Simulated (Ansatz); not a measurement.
# Convergence of a linear-scaling basis for graphene zigzag nanoribbon, H-capped, B on C sites (78 atoms), part 3 of 3

Wanted: errors and times of a linear-scaling basis for graphene zigzag nanoribbon, H-capped, B on C sites (78 atoms). A setting counts as converged where the r.m.s. difference of forces stays under 1 % of the r.m.s. force.

Ansatz 0.2.0; Kohn-Sham DFT, PBE+D3(BJ), PAW (set soft_2), plane waves.

The cell: 64 C, 8 B and 6 H. Beside vacuum, support functions can miss their usual error bounds without a warning. The main run has no spin polarisation.

So far. Step 8 (Support functions medium, spacing 0.263 Å): Forces differ from the reference by 5.2 meV/Å r.m.s., 0.30 % of their size, within a tolerance of 1 %; the energy by -3.3 meV/atom. It took 3.1 min and 26 cycles; the reference's time can't be set against it, since the two runs asked for unlike analyses.

### 10. What the reference run shows (continued)

Electrostatic potential energy in the ab plane at fractional z = 0.494, with atoms of C and B and H within 0.2 Å of it. With pseudopotentials it is smooth inside the atoms' cores, unlike the true potential.

Ten even steps from '_' (-56 eV) to '@' (2 eV), each cell a mean:
```
@@@@@@@@@@@@@@@@@@@@@@@@@@@@@@@@@@@@@@@@@@
@@@@@@@@@@@@@@@@@@@@@@@@@@@@@@@@@@@@@@@@@@
@@@@@@@@@@@@@@@@@@@@@@@@@@@@@@@@@@@@@@@@@@
@@%%**..--##@@@@@@**::--%%@@@@@@**..==%%@@
__==**++****::__==**++****--::++**++****::
..==++::--++--..==++--==**::..==++--==++::
%%%%++__::**%%####==__..**%%%%%%++..--##%%
__==######**::__==##%%%%##::__==####%%**..
--++==..::++==::++==..::**==::====..::++==
++**++....******##==..::******##++..::****
__==%%@@%%##::__==%%@@%%##::..==%%%%%%##::
++**++::--****++**++..::**++++**++..::++++
--++++..::++==--++++..::++==--++==..::++==
__==%%%%%%##::__==%%%%%%##--..++%%%%%%##::
####==__::**######==__::**######++..--**##
..==++::--++--..++++::--++--..==++::--++::
__==##******--::++##******::__==##******::
%%%%++....**%%%%%%++..::**%%%%%%++__..**%%
..==**==++**::..==**++++**::..==**==++++::
..==++--==++::..==++====**::..==**--==++::
@@@@##--++%%@@@@@@**--==%%@@@@@@##--==%%@@
@@@@@@@@@@@@@@@@@@@@@@@@@@@@@@@@@@@@@@@@@@
@@@@@@@@@@@@@@@@@@@@@@@@@@@@@@@@@@@@@@@@@@
@@@@@@@@@@@@@@@@@@@@@@@@@@@@@@@@@@@@@@@@@@
```
Columns run along a (7.4 Å; values clipped at the 3rd and 97th percentile), rows up along b (36.3 Å). Atoms in or near the plane, at fractional coordinates: C at (0.00, 0.19), C at (0.16, 0.17), C at (0.17, 0.25), C at (0.00, 0.23), C at (0.00, 0.31), C at (0.17, 0.29), C at (0.17, 0.36), C at (0.00, 0.34), C at (0.00, 0.42), C at (0.17, 0.40), C at (0.17, 0.48), C at (0.00, 0.46), C at (0.00, 0.54), B at (0.17, 0.52) and more.

Mean intrinsic-atomic-orbital charges: B +0.04, C -0.02, H +0.18 e. Charges this small depend on the projection, at times even in sign. By these charges the region 'hydrogen' has given 1.1 e to 'sheet'; where the regions aren't neutral units, this includes their ionic charge. Within 0.4 eV of the Fermi level the largest share is C p (81 % of the projected weight).

### 11. Local order

Bonds and neighbours are counted at the geometry of the runs.

Normalised to the volume that the atoms fill. g(r), total and by pair (bins of 0.2 Å):

| r (Å) | total | C-C | C-B | C-H | B-B | B-H | H-H |
| --- | --- | --- | --- | --- | --- | --- | --- |
| 1.00 | 0.20 | 0.00 | 0.00 | 1.62 | 0.00 | 0.00 | 0.00 |
| 1.20 | 0.09 | 0.00 | 0.00 | 0.72 | 0.00 | 0.00 | 0.00 |
| 1.40 | 3.00 | 3.48 | 3.74 | 0.00 | 2.70 | 0.00 | 0.00 |
| 1.60 | 0.00 | 0.00 | 0.00 | 0.00 | 0.00 | 0.00 | 0.00 |
| 1.80 | 0.00 | 0.00 | 0.00 | 0.00 | 0.00 | 0.00 | 0.00 |
| 2.00 | 0.00 | 0.00 | 0.00 | 0.00 | 0.00 | 0.00 | 0.00 |
| 2.20 | 0.15 | 0.00 | 0.00 | 0.97 | 0.00 | 1.52 | 0.00 |
| 2.40 | 1.79 | 2.00 | 2.28 | 0.00 | 0.90 | 0.00 | 9.70 |
| 2.60 | 0.26 | 0.26 | 0.21 | 0.45 | 0.00 | 0.00 | 0.00 |
| 2.80 | 0.74 | 0.80 | 0.98 | 0.31 | 0.00 | 0.00 | 0.00 |
| 3.00 | 0.01 | 0.01 | 0.00 | 0.00 | 0.00 | 0.00 | 0.00 |
| 3.20 | 0.00 | 0.00 | 0.00 | 0.00 | 0.00 | 0.00 | 0.00 |
| 3.40 | 0.06 | 0.00 | 0.00 | 0.46 | 0.00 | 0.00 | 0.00 |
| 3.60 | 0.03 | 0.03 | 0.05 | 0.00 | 0.00 | 0.00 | 0.00 |
| 3.80 | 0.79 | 0.90 | 1.02 | 0.06 | 0.38 | 0.00 | 0.00 |
| 4.00 | 0.04 | 0.00 | 0.00 | 0.25 | 0.00 | 0.46 | 0.00 |
| 4.20 | 0.56 | 0.63 | 0.70 | 0.11 | 0.60 | 0.21 | 0.00 |
| 4.40 | 0.06 | 0.08 | 0.06 | 0.00 | 0.00 | 0.00 | 0.00 |
| 4.60 | 0.03 | 0.00 | 0.00 | 0.19 | 0.00 | 0.34 | 0.00 |
| 4.80 | 0.12 | 0.12 | 0.14 | 0.15 | 0.23 | 0.00 | 0.00 |
| 5.00 | 0.51 | 0.54 | 0.52 | 0.31 | 0.44 | 0.00 | 2.40 |
| 5.20 | 0.31 | 0.36 | 0.35 | 0.02 | 0.83 | 0.00 | 0.00 |
| 5.40 | 0.01 | 0.00 | 0.00 | 0.06 | 0.00 | 0.13 | 0.00 |
| 5.60 | 0.11 | 0.13 | 0.15 | 0.00 | 0.00 | 0.00 | 0.00 |
| 5.80 | 0.07 | 0.06 | 0.05 | 0.11 | 0.17 | 0.11 | 0.00 |
| 6.00 | 0.00 | 0.00 | 0.00 | 0.03 | 0.00 | 0.10 | 0.00 |
| 6.20 | 0.31 | 0.33 | 0.34 | 0.19 | 0.29 | 0.29 | 0.00 |
| 6.40 | 0.22 | 0.23 | 0.21 | 0.16 | 0.26 | 0.27 | 0.00 |

Bonds by pair of elements; cutoffs follow the first minimum of g(r), held within bounds set by covalent radii, and pairs that aren't listed don't count as bonded:

| pair A-B | cutoff (Å) | bonds | mean length (Å) | spread (Å) | shortest (Å) | B about A | A about B |
| --- | --- | --- | --- | --- | --- | --- | --- |
| C-C | 1.82 | 82 | 1.42 | 0.029 | 1.31 | 2.56 | 2.56 |
| C-B | 1.82 | 22 | 1.42 | 0.02 | 1.38 | 0.344 | 2.75 |
| C-H | 1.39 | 6 | 1.09 | 0.027 | 1.05 | 0.094 | 1 |
| B-B | 1.82 | 1 | 1.43 | 0 | 1.43 | 0.25 | 0.25 |

How many atoms have how many bonded neighbours:

| element | mean | 1 | 3 |
| --- | --- | --- | --- |
| B | 3 | 0 | 8 |
| C | 3 | 0 | 64 |
| H | 1 | 6 | 0 |

By these cutoffs all B atoms have 3, all C atoms have 3 and all H atoms have 1 bonded neighbour.

The surroundings of C8, picked at random, nearest first, numbered as they follow in the input and with coordinates relative to it.

| atom | x | y | z | distance (Å) | bonds | intrinsic-atomic-orbital charge (e) | Fx | Fy | Fz (eV/Å) |
| --- | --- | --- | --- | --- | --- | --- | --- | --- | --- |
| C8 | 0.00 | 0.00 | 0.00 | 0.00 | 3 | 0.03 | 0.50 | -2.41 | -0.01 |
| C55 | -1.20 | 0.66 | 0.03 | 1.37 | 3 | -0.08 | -0.50 | -2.33 | 0.35 |
| C7 | 1.25 | 0.63 | 0.00 | 1.40 | 3 | 0.03 | 0.82 | 2.69 | -0.33 |
| C5 | 0.02 | -1.42 | -0.01 | 1.42 | 3 | 0.03 | 1.28 | -2.67 | 0.60 |
| B58 | -1.19 | 2.08 | 0.02 | 2.40 | 3 | 0.02 | 3.69 | -1.77 | -0.02 |
| C10 | 1.26 | 2.07 | -0.02 | 2.43 | 3 | 0.03 | -0.24 | 0.92 | 0.77 |
| C56 | -2.43 | -0.02 | 0.06 | 2.44 | 3 | 0.03 | 2.59 | -1.98 | -0.83 |
| C32 | 2.47 | -0.05 | 0.00 | 2.47 | 3 | -0.09 | 1.54 | 4.22 | 0.01 |
| C54 | -1.17 | -2.20 | 0.01 | 2.49 | 3 | 0.03 | -1.05 | 3.67 | -0.55 |
| C6 | 1.29 | -2.14 | 0.07 | 2.50 | 3 | -0.07 | -6.04 | -3.37 | -0.69 |
| C9 | 0.03 | 2.81 | 0.00 | 2.81 | 3 | -0.07 | 2.86 | 1.68 | -0.40 |
| C53 | -2.44 | -1.43 | -0.03 | 2.83 | 3 | 0.04 | 0.52 | -1.76 | 0.64 |
| B29 | 2.50 | -1.46 | 0.04 | 2.89 | 3 | 0.07 | 1.49 | 0.40 | 0.04 |

The column of bonds counts only the pairs C-C within 1.82 Å, C-B within 1.82 Å, C-H within 1.39 Å, B-B within 1.82 Å; other neighbours, such as metal atoms beside each other in a compound, aren't counted, and periodic images can show an atom twice.

### 12. Summary of results

```json
{"free energy per atom": "-222.9581 eV/atom", "r.m.s. force component": "1.731 eV/Å", "wall time of the 7 DFT runs": "17 min"}
```

What this shows: Against plane waves at 420 eV, the forces differ by 2.1 meV/Å (0.12 %) with support functions medium. At 78 atoms the fastest of the runs at a preset level, support functions low, takes roughly 2.2 times the time of plane waves (whose run also made extra analyses, so the like-for-like ratio is larger), in 25 SCF cycles against 19. Differences between support functions and plane waves include what basis error the plane-wave run still has. As the typed spacing goes from 0.263 to 0.411 Å, the force difference goes from 5.2 to 737 meV/Å, and the time from 3.1 min to 95 s.

No gap is quoted, since levels at the Fermi energy are partly filled. With the cutoffs above, all B atoms have 3, all C atoms have 3 and all H atoms have 1 bonded neighbour.

**Limits.** The geometry was built by rule, was displaced at random and isn't relaxed at this level: its force components are 1.7 eV/Å r.m.s.

[Logs are printed without paths, hosts, clocks, repeated set-up lines and the standing remarks that a program may print on its own settings, such as how far it seeks lower states.]

[Hosts, paths, dates, database ids (printed as entryN), source tags and the programs' standing remarks are cut or masked in the printed files.]
